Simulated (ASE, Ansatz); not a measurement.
# Force difference against the radius of support functions in AlN(11-20)/C(110) interface (80 atoms)

The cell holds 80 atoms: 16 Al, 16 N and 48 C. Cell: a = 10.741 Å, b = 5.013 Å, c = 22.270 Å, α = 90.0°, β = 90.0°, γ = 90.0°. It derives from AlN and C. Wurtzite AlN(11-20), 4 repeat layers, 2 surface cells, strained -0.37 and +0.63 %; diamond-structure C(110), 4 layers, 6 cells, +0.37 and -0.62 %; outer planes 1.82 Å apart, 12 Å of vacuum above; not relaxed, displaced by a Gaussian of 0.02 Å. Regions: AlN, 32 atoms (16 Al and 16 N); C, 48 atoms (48 C). Vacuum lies along c.

Calculated with Ansatz 0.2.0: Kohn-Sham DFT, PBE, PAW (set soft_2), localised support functions (medium), with the radius typed; the reference is Kohn-Sham DFT, PBE, PAW (set soft_2), plane waves, cutoff 420 eV, k-mesh 1×3×1, gaussian smearing of 0.025 eV, with an r.m.s. force component of 1.58 eV/Å.

| radius (Å) | r.m.s. force difference (meV/Å) | time |
| --- | --- | --- |
| 3.22 | 0.695 | 1.8 min |
| 3.49 | ? | ? |
| 3.72 | 0.654 | 2.7 min |
| 3.98 | 0.65 | 3.3 min |
| 4.48 | 0.649 | 4.8 min |

Task: Fit a power law of the radius to the rows given and interpolate to the withheld row.

Worked fit:

A power law y = A x^b is a line in u = ln x and v = ln y.

```
u = ln x   v = ln y
 1.16938  -0.363843
 1.31372  -0.424648
 1.38128  -0.430783
 1.49962  -0.432323
```

With n = 4: mean u = 1.34100, mean v = -0.412899, Σ(u − ū)² = 0.056981, Σ(u − ū)(v − v̄) = -0.011900. Slope b = -0.011900 / 0.056981 = -0.20884; intercept a = v̄ − b ū = -0.13285.

At the withheld row u = 1.250, v = a + b u = -0.3939, and y = exp(v).

Prediction at 3.49: 0.6744 meV/Å. The run gave 0.657 meV/Å, so the fit is high by 0.017 meV/Å (2.7 % of the value).

The fitted exponent is -0.21. Between neighbouring rows, the withheld one included, the exponents are -0.70, -0.072, -0.091 and -0.013, so one power law doesn't hold over the range: the values level off at a floor. Among the rows given, the largest relative miss of the fit is at 3.72, by 0.012 meV/Å (1.8 %).

Limits: The difference holds the reference's own basis error, which sets a floor under it.

[Logs are printed without paths, hosts, clocks, repeated set-up lines and the standing remarks that a program may print on its own settings, such as how far it seeks lower states.]

[Hosts, paths, dates, database ids (printed as entryN), source tags and the programs' standing remarks are cut or masked in the printed files.]
